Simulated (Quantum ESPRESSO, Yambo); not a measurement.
A convergence test on KBr (Fm-3m).

The structure is cubic, space group Fm-3m (No. 225). The conventional cell has a = 6.600 Å, b = 6.600 Å, c = 6.600 Å, α = 90.00°, β = 90.00°, γ = 90.00°. Nearest to K lie 6 Br at 3.30 Å. Nearest to Br lie 6 K at 3.30 Å. Farther neighbours and most contacts between anions are not listed.

```cif
data_structure
_symmetry_space_group_name_H-M 'P 1'
_symmetry_Int_Tables_number 1
_cell_length_a 4.6669
_cell_length_b 4.6669
_cell_length_c 4.6669
_cell_angle_alpha 60.000
_cell_angle_beta 60.000
_cell_angle_gamma 60.000
_cell_volume 71.87
loop_
_atom_site_label
_atom_site_type_symbol
_atom_site_fract_x
_atom_site_fract_y
_atom_site_fract_z
_atom_site_occupancy
K1 K 0.00000 0.00000 0.00000 1
Br2 Br 0.50000 0.50000 0.50000 1
```

The cell and positions come from the Crystallography Open Database and are kept as given unless a step says otherwise.

Program: Yambo 5.3.0; PBE start, 4×4×4 mesh, Godby-Needs plasmon pole.

| bands | screening cutoff (eV) | gap on the mesh (eV) |
| --- | --- | --- |
| 129 | 197.3 | 7.669 |
| 474 | 197.3 | 7.781 |
| 129 | 326.5 | 7.667 |

Q: If the two steps added up, what gap would 474 bands at 326.5 eV give? Do they add up?

From the first row, the second adds +0.112 eV and the third −0.002 eV, so the sum predicts 7.669 +0.112 −0.002 = 7.779 eV. The run gave 7.785 eV, +0.006 eV from that. The steps nearly add up here.

Limits: not at the basis limit; no spin-orbit coupling.

[Paths, hosts, dates, memory and timing lines, banners, echoed tables and standing remarks are left out of the program output.]

[Logs are printed without paths, hosts, clocks, repeated set-up lines and the standing remarks that a program may print on its own settings, such as how far it seeks lower states.]

[Runs of the session that timed out or met a known fault of the program may be left out.]

[Hosts, paths, dates, database ids (printed as entryN), source tags and the programs' standing remarks are cut or masked in the printed files.]
